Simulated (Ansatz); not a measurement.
## What WC (Fm-3m) distorts into

Wanted: the energy along a soft mode of WC (Fm-3m) and the structure at the end.

Program: Ansatz 0.2.0. Level of theory: DFT PBEsol, scalar-relativistic, plane waves, PAW. Values are calculated unless marked as measured.

### Step 1. The starting structure

It takes space group Fm-3m (No. 225, cubic). The conventional cell has a = 4.345 Å, b = 4.345 Å, c = 4.345 Å, α = 90.00°, β = 90.00°, γ = 90.00°. Nearest to W lie 6 C at 2.17 Å. Nearest to C lie 6 W at 2.17 Å. Farther neighbours, and contacts between anions beyond the nearest, are not listed.

Coordinates:

```cif
data_structure
_symmetry_space_group_name_H-M 'P 1'
_symmetry_Int_Tables_number 1
_cell_length_a 3.0726
_cell_length_b 3.0726
_cell_length_c 3.0726
_cell_angle_alpha 60.000
_cell_angle_beta 60.000
_cell_angle_gamma 60.000
_cell_volume 20.51
loop_
_atom_site_label
_atom_site_type_symbol
_atom_site_fract_x
_atom_site_fract_y
_atom_site_fract_z
_atom_site_occupancy
W1 W 0.00000 0.00000 0.00000 1
C2 C 0.50000 0.50000 0.50000 1
```

### Step 2. Phonons on a q mesh

Stability and thermal properties need the whole zone. Linear response on a 4×4×4 q mesh gives force constants as far as a supercell of that size would.

input.yaml

```yaml
crystal:
  lattice:
    - [0.0, 2.1726318679, 2.1726318679]
    - [2.1726318679, 0.0, 2.1726318679]
    - [2.1726318679, 2.1726318679, 0.0]
  atoms:
    - { symbol: W, position: [0.0, 0.0, 0.0] }
    - { symbol: C, position: [0.5, 0.5, 0.5] }
kpoints:
  mp_grid: { grid: [16, 16, 16] }
hamiltonian:
  xc: pbesol
scf:
  occupations: { method: methfessel_paxton, width: 0.15 }
output:
  eigenvalues: true
phonons:
  method: dfpt
  qmesh: [4, 4, 4]
  temperatures: { t_max: 1000, t_step: 50 }
  qpath:
    path:
      - [[0.0, 0.0, 0.0], [0.5, 0.0, 0.5], [0.625, 0.25, 0.625]]
      - [[0.375, 0.375, 0.75], [0.0, 0.0, 0.0], [0.5, 0.5, 0.5], [0.5, 0.25, 0.75], [0.5, 0.0, 0.5]]
    npoints: 10
```

The run is started by

```console
$ ansatz run input.yaml --threads 4 --pin off --max-ram 7168MiB --backend cpu --events-out ev --progress --plain --runs-dir out
```

Log:

```text
Engine: ansatz 0.2.0, aarch64-unknown-linux-gnu
Pseudopotentials: kind: paw
Pseudopotential: W, paw, valence charge 14, recommended cutoff 420 eV (normal), W.paw.azcp
Pseudopotential: C, paw, valence charge 4, recommended cutoff 420 eV (normal), C.paw.azcp
Functional definition: PBEsol
  exchange = pbesol_x
  correlation = pbesol_c
Crystal: 2 atoms, lattice volume = 20.511 Å³
Basis set: ecut = 420 eV, 411 PW (Γ), exchange–correlation on 48×48×48 points (8 copies of the dense FFT grid, shifted against one another)
Bands: 13, of which v1, the nominal top of the filled ones, is band 9 counted from 1 (8 counted from 0)
Symmetry: 48 space group operations
k-points: 145 of 4096
Non-local potential: W, projectors of the file, l = 0: 3, l = 1: 2, l = 2: 2, l = 3: 1
Non-local potential: C, projectors of the file, l = 0: 2, l = 1: 2, l = 2: 1
PAW form: soft (Blöchl's): semilocal exchange-correlation on the pseudo side does not see the compensation charge
PAW frozen core: W, regenerated for the run's functional, and the local potential with it (the file was generated under x = pbe(κ = 0.804, μ = 0.219515), c = pbe(β = 0.066725))
PAW frozen core: C, regenerated for the run's functional, and the local potential with it (the file was generated under x = pbe(κ = 0.804, μ = 0.219515), c = pbe(β = 0.066725))
PAW one-centre angular grid: W, 590 points (default); XC on 64 Gauss nodes
PAW one-centre angular grid: C, 110 points (default); XC on 64 Gauss nodes
Initial density: superposition of atomic densities (neutral atoms: chi_scale 0, normalization atom), corrected by the library's trained network
Initial wavefunctions: pseudopotential atomic-orbital guess
Functional: x = pbesol(κ = 0.804, μ = 0.123457), c = pbesol(β = 0.046)
SCF iter   1: F=—  HF=-10502.827463 eV  |F-HF|=—  |Δ(HF+E_count)|=         —  Δρ=6.88e-3  dr2=8.35e-3  ethr=1.77e-3  ⟨swp⟩=5.0  Hψ=20476  notcnv=0  defer=95
automatic band count: the SCF goes on with 17 bands, as 13 were too few: the levels above may hold too much charge
preconditioner: auto → none  [metal: Δε(μ)=0.033 eV  Ē_g=14.872 eV  σ=0.150 eV  W_gap=0.18  n_scr=8 (ndim 8)  ℏωp=25.9 eV  f_vac=0.000  D(μ)=1.10/eV (n_scr^D=14)  sad-step TF]
SCF iter   2: F=—  HF=-10502.826429 eV  |F-HF|=—  |Δ(HF+E_count)|=   1.03e-3  S|Δr|=    0.00e0  Δρ=4.48e-3  dr2=3.92e-3  ethr=4.64e-5  ⟨swp⟩=1.0  Hψ=3625  notcnv=0  defer=98
SCF iter   3: F=—  HF=-10502.825628 eV  |F-HF|=—  |Δ(HF+E_count)|=   8.01e-4  S|Δr|=    0.00e0  Δρ=5.32e-4  dr2=4.17e-5  ethr=2.18e-5  ⟨swp⟩=1.9  Hψ=2504  notcnv=0  defer=98
SCF iter   4: F=—  HF=-10502.825611 eV  |F-HF|=—  |Δ(HF+E_count)|=   1.73e-5  S|Δr|=    0.00e0  Δρ=1.11e-4  dr2=1.62e-6  ethr=2.32e-7  ⟨swp⟩=2.5  Hψ=3186  notcnv=0  defer=98
SCF iter   5: F=—  HF=-10502.825610 eV  |F-HF|=—  |Δ(HF+E_count)|=   3.15e-7  S|Δr|=    0.00e0  Δρ=1.73e-5  dr2=4.36e-8  ethr=8.99e-9  ⟨swp⟩=2.2  Hψ=2705  notcnv=0  defer=98
SCF iter   6: F=—  HF=-10502.825610 eV  |F-HF|=—  |Δ(HF+E_count)|=   1.47e-8  S|Δr|=    0.00e0  Δρ=1.81e-6  dr2=1.76e-10  ethr=2.42e-10  ⟨swp⟩=2.4  Hψ=3107  notcnv=0  defer=98
SCF iter   7: F=-10502.825610 eV  HF=-10502.825610 eV  |F-HF|=3.64e-12  |Δ(HF+E_count)|=  1.27e-11  S|Δr|=    0.00e0  Δρ=2.53e-7  dr2=5.76e-12  ethr=1.00e-12  ⟨swp⟩=9.9  Hψ=11865  notcnv=0
SCF 1 converged in 7 iterations: F = -10502.825610 eV  dr2 = 5.76e-12
  greatest PAW one-centre occupation: 1.000 electrons in one spin orbital (limit 2), on the W atom at site 0 (counted from 0), in its partial waves of l = 0
Initial density: read from a saved state, or passed on in memory by an earlier SCF of this step, an earlier step, the calling program or the single point that the run made first
iter 1 solved again at ethr=3.04e-8 eV; its pass at ethr=3.10e-3 eV (dr2=5.46e-6 eV) is discarded
SCF iter   1: F=—  HF=-10502.825610 eV  |F-HF|=—  |Δ(HF+E_count)|=         —  Δρ=3.54e-7  dr2=1.72e-11  ethr=3.04e-8  ⟨swp⟩=3.3  Hψ=14706  notcnv=0
eigensolver tolerance schedule: the retry pair's looser diagonalisation over-reported the residual by 317266.44 of it (diagonalisation noise at an unbounded share of the residual, at the tolerance the schedule requests for it); recorded, not acted on — ethr = c·dr2/N_el stays at c = 1.0e-1
preconditioner: auto → none  [metal: Δε(μ)=0.012 eV  Ē_g=10.041 eV  σ=0.150 eV  W_gap=0.07  n_scr=8 (ndim 8)  ℏωp=25.9 eV  f_vac=0.000  D(μ)=1.10/eV (n_scr^D=14)]
SCF iter   2: F=—  HF=-10502.825610 eV  |F-HF|=—  |Δ(HF+E_count)|=   1.01e-7  S|Δr|=    0.00e0  Δρ=2.84e-7  dr2=1.43e-11  ethr=1.00e-12  ⟨swp⟩=3.6  Hψ=4545  notcnv=0
SCF iter   3: F=-10502.825610 eV  HF=-10502.825610 eV  |F-HF|=0.00e0  |Δ(HF+E_count)|=  3.64e-12  S|Δr|=    0.00e0  Δρ=1.87e-7  dr2=5.64e-12  ethr=1.00e-12  ⟨swp⟩=1.2  Hψ=4715  notcnv=0
SCF 2 converged in 3 iterations: F = -10502.825610 eV  dr2 = 5.64e-12
phonons: the bands overlap, so this run is a metal and interpolates without the dipole-dipole term. If the crystal is really an insulator or semiconductor, its LO-TO splitting is missing
NSCF: frozen V_eff on 145 k-points
NSCF: frozen V_eff on 349 k-points
DFPT response loops at q = (0, 0, 0) (fractional): preconditioner auto → Kerker (q_TF=auto, 2.670 Å⁻¹) (partly filled bands, converged f_vac=0.000); β = 1.00, the filter's whole step (`scf.mixing.beta` (0.50) is not read by the response loops under this deck's `scf.mixing.preconditioner`; to damp them name `kerker` or `kerker_dos`, under which they read `scf.mixing.beta`, and type it under 1.00, their step now; both keys bind the ground state too); Broyden in place of MSR1
NSCF: frozen V_eff on 4352 k-points
DFPT response loops at q = (0, 0, 0.25) (fractional): mixed as the last ones told, above
NSCF: frozen V_eff on 2196 k-points
DFPT response loops at q = (0, 0, -0.5) (fractional): mixed as the last ones told, above
NSCF: frozen V_eff on 2320 k-points
DFPT response loops at q = (0, 0.25, 0.25) (fractional): mixed as the last ones told, above
NSCF: frozen V_eff on 8192 k-points
DFPT response loops at q = (0, 0.25, -0.5) (fractional): mixed as the last ones told, above
NSCF: frozen V_eff on 4352 k-points
DFPT response loops at q = (0, 0.25, -0.25) (fractional): mixed as the last ones told, above
NSCF: frozen V_eff on 1242 k-points
DFPT response loops at q = (0, -0.5, -0.5) (fractional): mixed as the last ones told, above
NSCF: frozen V_eff on 2320 k-points
DFPT response loops at q = (0.25, -0.5, -0.25) (fractional): mixed as the last ones told, above
SCF converged after 7 iterations
Stability not checked: this state was not tested for a lower state beside it, because cold or Methfessel-Paxton smearing, or corrected tetrahedra, fill the levels in a way that the test cannot read (fill_not_monotonic; see scf.lower_state_search)
Free energy (F): -10502.825610 eV
Harris-Foulkes:  -10502.825610 eV  (|F-HF|=3.64e-12)
Internal energy: -10502.825172 eV  (E = F + TS)
E sigma→0 (E₀):  -10502.825501 eV
Entropy (-TS):   -0.000438 eV (-0.219 meV/atom)
Fermi energy:    22.342013 eV
--- Per-component energies (eV) ---
  E_band       = -53.093945
  E_kinetic    = 543.317320
  E_local      = -642.343222  (includes V_loc(G=0)·N_el)
  E_nonlocal   = 29.087338
  E_hartree    = 225.334941
  E_xc         = -314.546214
  E_vxc        = -300.088453  (∫ρ·V_xc dr)
  E_paw        = -8531.162796  (= ΣΔE_a)
  E_vpaw       = -133.736773  (= ΣTr[D̂ρ^β])
  E_aug_tail   = -0.000070  (compensation charges beyond the density's cutoff)
  E_ewald      = -1812.755362
  E_core_change = 0.242893  (= ΣΔE_core)
  E_smearing   = -0.000438  (= −TS)
  E_closure    = 0.000000  (closes the sum)
  Σ components = -10502.825610   (vs F -10502.825610, Δ=0.00e0)
--- Band table (eV; the first three rows and the last of 145) ---
  k-point 0: bands = [... 5 lower, 19.4296, 19.4296, 19.4296, 21.2272, 21.2272, 21.2272, 21.2989, 21.2989, ... 4 higher]
  k-point 1: bands = [... 5 lower, 19.0203, 19.3434, 19.3434, 20.2416, 20.2416, 21.4101, 22.5940, 22.5940, ... 4 higher]
  k-point 2: bands = [... 5 lower, 18.1237, 18.6345, 18.6345, 20.1523, 20.1523, 21.7111, 24.0506, 24.0506, ... 4 higher]
  k-point 144: bands = [... 5 lower, 15.8301, 16.1065, 16.1065, 22.8087, 22.8087, 24.6969, 25.9143, 27.4806, ... 4 higher]
--- Phonons (Γ-DFPT): 2 representative perturbations + reference (Σ response iterations 6) ---
  ASR residual: 1.255e-4 → 0.000e0 eV/Å²; symmetrization residual: 4.640e-8 eV/Å²
  ASR residual per site (eV/Å²): 5.62e-5 1.25e-4
  Γ frequencies (cm⁻¹): 0.00 0.00 0.00 413.03 413.03 413.03
--- Phonons (arbitrary-q DFPT): 8 irreducible q on the 4×4×4 mesh ---
  q = [0.0000, 0.0000, 0.0000] (star 1, of the zone-centre solve; hermiticity 1.31e-8, symmetrization 1.01e-13): -0.00 -0.00 0.00 413.03 413.03 413.03
  q = [0.0000, 0.0000, 0.2500] (star 8, 2 solved perturbations on 2176 of 4096 k-point pairs; hermiticity 8.18e-8, symmetrization 7.41e-14): 62.95 62.95 135.35 549.33 549.33 620.15
  q = [0.0000, 0.0000, -0.5000] (star 4, 2 solved perturbations on 1098 of 4096 k-point pairs; hermiticity 9.31e-15, symmetrization 9.74e-14): 51.82 51.82 137.48 619.62 619.62 690.03
  q = [0.0000, 0.2500, 0.2500] (star 6, 4 solved perturbations in 3616 linear systems a pass and spin channel, the states on 1160 of 4096 k-point pairs; hermiticity 1.07e-7, symmetrization 6.30e-14): 65.97 65.97 99.74 484.61 484.61 656.64
  q = [0.0000, 0.2500, -0.5000] (star 24, 4 solved perturbations in 12544 linear systems a pass and spin channel, the states on 4096 of 4096 k-point pairs; hermiticity 2.76e-7, symmetrization 3.39e-14): -37.78 20.88 51.65 582.33 603.70 640.12
  q = [0.0000, 0.2500, -0.2500] (star 12, 4 solved perturbations in 6672 linear systems a pass and spin channel, the states on 2176 of 4096 k-point pairs; hermiticity 1.38e-7, symmetrization 2.37e-14): 60.25 74.02 133.88 512.50 644.70 677.27
  q = [0.0000, -0.5000, -0.5000] (star 3, 4 solved perturbations in 1940 linear systems a pass and spin channel, the states on 621 of 4096 k-point pairs; hermiticity 2.41e-7, symmetrization 4.37e-14): -153.87 51.06 51.06 535.98 554.86 554.86
  q = [0.2500, -0.5000, -0.2500] (star 6, 4 solved perturbations in 3498 linear systems a pass and spin channel, the states on 1160 of 4096 k-point pairs; hermiticity 1.45e-7, symmetrization 8.00e-14): -95.96 -95.96 118.75 568.74 568.74 656.75
  sum rule: each row above includes the acoustic sum rule's correction from the zone centre's row sums; it moved no ω² by more than (1.69 cm⁻¹)²
  mesh force constants: q→R imaginary residual 6.26e-18; ASR residual 1.255e-4 → 0.000e0 eV/Å²; symmetrization residual 7.994e-15 eV/Å²
  interpolated dispersion: 62 rows × 6 modes
  density of states and harmonic sums: on the 24×24×24 q-mesh, interpolated from the force constants of a 4×4×4 supercell (no non-analytic term)
  largest difference from the sums on the solved wave vectors: F 2.63e-2 eV, S 2.93e-5 and C_V 5.85e-6 eV/K
  zero-point energy: 0.120873 eV/cell   skipped modes (ω ≤ 0): 269, of them read as no rigid motion or as one in doubt: 266 (6.908e-1 modes/cell left out, lowest -153.87 cm⁻¹)   left out of the sums: 1.15e-1 of the cell's modes: C_V's classical limit lies that fraction below 3 k_B per atom; for a crystal, a wire or a layer, F and S can be off by more, and a phonons.interpolated_qmesh denser along its periods is the remedy for the sampling
```

It took 3.9 min on 4 threads of Arm Neoverse V2, shared host; peak memory 3.1 GiB; 15 min of CPU time.

Reading the cycles: dr2 is the Hartree energy of the density residual (eV), the measure of convergence; HF is the Harris–Foulkes estimate of the energy, which meets the free energy F at convergence.

Read from the output:

```
volume per atom                                         : 10.26 Å³
gap on the k-mesh                                       : 0 eV
sum-rule residual before enforcement                    : 1.25e-4 eV/Å²
lowest frequency on the path                            : -153.9 cm⁻¹
point group                                             : m-3m
highest frequency on path, mesh or solved points        : 690.0 cm⁻¹
highest optical mode at the zone centre (no LO-TO term) : 413.0 cm⁻¹
lowest optical zone-centre mode                         : 413.0 cm⁻¹
lowest mode on the q mesh (acoustic modes at Γ apart)   : -153.9 cm⁻¹
```

Frequencies (cm⁻¹) solved at each irreducible wavevector; negative means imaginary. Frequencies by wavevector, by row:

| q in reciprocal lattice units | star | mode 1 | mode 2 | mode 3 | mode 4 | mode 5 | mode 6 |
| --- | --- | --- | --- | --- | --- | --- | --- |
| 0 0 0 | 1 | 0 | 0 | 0 | 413 | 413 | 413 |
| 0 0 0.25 | 8 | 63 | 63 | 135.3 | 549.3 | 549.3 | 620.1 |
| 0 0 -0.5 | 4 | 51.8 | 51.8 | 137.5 | 619.6 | 619.6 | 690 |
| 0 0.25 0.25 | 6 | 66 | 66 | 99.7 | 484.6 | 484.6 | 656.6 |
| 0 0.25 -0.5 | 24 | -37.8 | 20.9 | 51.6 | 582.3 | 603.7 | 640.1 |
| 0 0.25 -0.25 | 12 | 60.2 | 74 | 133.9 | 512.5 | 644.7 | 677.3 |
| 0 -0.5 -0.5 | 3 | -153.9 | 51.1 | 51.1 | 536 | 554.9 | 554.9 |
| 0.25 -0.5 -0.25 | 6 | -96 | -96 | 118.8 | 568.7 | 568.7 | 656.8 |

Interpolated from a 4×4×4 q mesh. The phonon branches at the labelled points (cm⁻¹):

```csv
point,branch 1,branch 2,branch 3,branch 4,branch 5,branch 6
Γ,0,0,0,413,413,413
halfway,66,66,100,485,485,657
X,-154,51,51,536,555,555
halfway,-133,19,36,547,568,582
U,-81,-36,48,559,601,633
jump to K,-81,-36,48,559,601,633
halfway,58,85,140,491,613,657
Γ,0,0,0,413,413,413
halfway,63,63,135,549,549,620
L,52,52,138,620,620,690
halfway,13,56,84,596,610,668
W,-96,-96,119,569,569,657
halfway,-120,-77,82,555,564,611
X,-154,51,51,536,555,555
```

The phonon branches as a text plot (rows in cm⁻¹):

```
    672 |      *           ******             *************
    637 |    ** **       ******* *          **    **       ***
    602 |         **    ***     *             ***********     *
    567 |   *       ********     ***       * *          *********
    532 |        *** ***    ***   **      ***                  **
    497 |  *   **              ***  *
    461 |   ***                   ***    **
    426 |***                        *****
    391 |
    356 |
    321 |
    286 |
    250 |
    215 |
    180 |
    145 |                    *****          *******
    110 |   ****            *     **      **       ***  ******
     75 |  ******          * ********    ******    *****      *
     39 | **    *********** *    *****  **     *********       **
      4 |*             *   *          **              *
    -31 |               ****                            *
    -66 |        *        *                            **     *
   -101 |         **    **                               *****
   -136 |           ****                                      ***
         Γ           X  U|K            Γ         L        W     X
```

Symmetry leaves 8 wavevectors to solve. The lowest mode among them, the acoustic zeros apart, lies at q = (0, -0.5, -0.5) and is imaginary, 153.9i cm⁻¹, so the energy falls along it.

### Step 3. The mode frozen in, largest atomic shift 0 Å

The mode followed lies at q = (0.25, -0.5, -0.25) with frequency 96.0i cm⁻¹ and is 2-fold degenerate, one of the unstable modes though not the softest. At small amplitude the pattern taken leaves space group no. 72 by a symmetry search on the positions. The undistorted cell that holds it gives the zero of energy on the same k mesh.

System of this step: WC. It takes space group Fm-3m (No. 225, cubic). Conventional cell: a = 4.345 Å, b = 4.345 Å, c = 4.345 Å, α = 90.00°, β = 90.00°, γ = 90.00°. Nearest to W lie 6 C at 2.17 Å. Nearest to C lie 6 W at 2.17 Å. Farther neighbours, and contacts between anions beyond the nearest, are not listed.

input.yaml

```yaml
crystal:
  lattice:
    - [0.0, 0.0, -4.3452637359]
    - [4.3452637359, 0.0, 0.0]
    - [2.1726318679, -4.3452637359, -2.1726318679]
  atoms:
    - { symbol: W, position: [0.5, 0.5, 0.0] }
    - { symbol: W, position: [0.0, 0.0, 0.0] }
    - { symbol: W, position: [0.25, 0.75, 0.5] }
    - { symbol: W, position: [0.75, 0.25, 0.5] }
    - { symbol: C, position: [0.5, 0.0, 0.0] }
    - { symbol: C, position: [0.0, 0.5, 0.0] }
    - { symbol: C, position: [0.25, 0.25, 0.5] }
    - { symbol: C, position: [0.75, 0.75, 0.5] }
kpoints:
  mp_grid: { grid: [8, 8, 8] }
hamiltonian:
  xc: pbesol
scf:
  occupations: { method: methfessel_paxton, width: 0.15 }
output:
  forces: true
  stress: true
  eigenvalues: true
```

Log:

```text
[...]
Crystal: 8 atoms, lattice volume = 82.044 Å³
Basis set: ecut = 420 eV, 1591 PW (Γ), exchange–correlation on 60×60×72 points (8 copies of the dense FFT grid, shifted against one another)
Bands: 44, of which v1, the nominal top of the filled ones, is band 36 counted from 1 (35 counted from 0)
Symmetry: 64 space group operations
[...]
k-points: 59 of 512
[...]
k-point 0: bands = [... 32 lower, 19.7882, 21.2219, 21.2239, 21.2239, 21.3022, 21.3025, 22.8094, 22.8094, ... 4 higher]
  k-point 1: bands = [... 32 lower, 19.6565, 19.6565, 21.3639, 21.6176, 21.6176, 21.7625, 21.7625, 23.1146, ... 4 higher]
  k-point 2: bands = [... 32 lower, 19.3503, 19.3503, 20.7826, 20.7826, 21.5423, 22.4733, 22.4733, 22.8762, ... 4 higher]
  k-point 58: bands = [... 32 lower, 22.5849, 22.5849, 22.5849, 22.5849, 23.1148, 23.1148, 23.1148, 23.1148, ... 4 higher]
[key lines of the parts left out:]
SCF converged after 6 iterations
Free energy (F): -42011.300306 eV
Fermi energy:    22.322543 eV
P = ⅓ Tr σ = 0.0222 GPa (0.222 kbar)
```

The job ended after 3.9 s (4 threads; peak memory 0.46 GiB; 14 s of CPU time).

Numbers from this step:

```yaml
pressure: 0.02224 GPa
energy_from_the_undistorted_cell: 0 meV/atom
```

The run ends at a pressure of 0.02 GPa.

### Step 4. The mode frozen in, largest atomic shift 0.08 Å

The atoms are moved along the unstable eigenvector, the largest shift by 0.08 Å, with the cell fixed.

input.yaml, the sections that differ from step 3:

```yaml
crystal:
  lattice:
    - [0.0, 0.0, -4.3452637359]
    - [4.3452637359, 0.0, 0.0]
    - [2.1726318679, -4.3452637359, -2.1726318679]
  atoms:
    - { symbol: W, position: [0.4815891497, 0.5, 0.0] }
    - { symbol: W, position: [0.0184108503, 0.0, 0.0] }
    - { symbol: W, position: [0.2315891497, 0.75, 0.5] }
    - { symbol: W, position: [0.7684108503, 0.25, 0.5] }
    - { symbol: C, position: [0.5166094746, 0.0, 0.0] }
    - { symbol: C, position: [-0.0166094746, 0.5, 0.0] }
    - { symbol: C, position: [0.2666094746, 0.25, 0.5] }
    - { symbol: C, position: [0.7333905254, 0.75, 0.5] }
# kpoints, hamiltonian, scf, output: as in step 3
```

Log:

```text
[...]
Crystal: 8 atoms, lattice volume = 82.044 Å³
Basis set: ecut = 420 eV, 1591 PW (Γ), exchange–correlation on 60×60×72 points (8 copies of the dense FFT grid, shifted against one another)
Bands: 44, of which v1, the nominal top of the filled ones, is band 36 counted from 1 (35 counted from 0)
Symmetry: 8 space group operations
[...]
k-points: 95 of 512
[...]
k-point 0: bands = [... 32 lower, 19.7536, 21.1149, 21.1583, 21.1723, 21.2472, 21.3894, 22.6600, 22.7622, ... 4 higher]
  k-point 1: bands = [... 32 lower, 19.5248, 19.6278, 21.2146, 21.5232, 21.6277, 21.7751, 21.9475, 23.0462, ... 4 higher]
  k-point 2: bands = [... 32 lower, 19.2455, 19.3382, 20.6326, 20.8279, 21.7814, 22.3790, 22.4654, 22.9429, ... 4 higher]
  k-point 94: bands = [... 32 lower, 22.3445, 22.3445, 22.7257, 22.7257, 22.7349, 22.7349, 23.5102, 23.5102, ... 4 higher]
[key lines of the parts left out:]
SCF converged after 6 iterations
Free energy (F): -42011.345549 eV
Fermi energy:    22.200219 eV
P = ⅓ Tr σ = 0.0769 GPa (0.769 kbar)
```

Run time: 4.5 s. Hardware: 4 threads; peak memory 0.53 GiB.

Read from the output:

```yaml
pressure: 0.07692 GPa
energy_from_the_undistorted_cell: -5.59 meV/atom
```

The energy, extrapolated to zero smearing, is -5.59 meV/atom against the undistorted cell.

The run ends at a pressure of 0.08 GPa, with forces up to 0.21 eV/Å.

(Continued in part 2 of 3.)

[Long decimals in the printed logs are rounded to 6 places.]

[Logs are printed without paths, hosts, clocks, repeated set-up lines and the standing remarks that a program may print on its own settings, such as how far it seeks lower states.]

[Hosts, paths, dates, database ids (printed as entryN), source tags and the programs' standing remarks are cut or masked in the printed files.]

[Where the starting crystal was built by hand or by swapping elements, it need not be the compound's stable phase.]
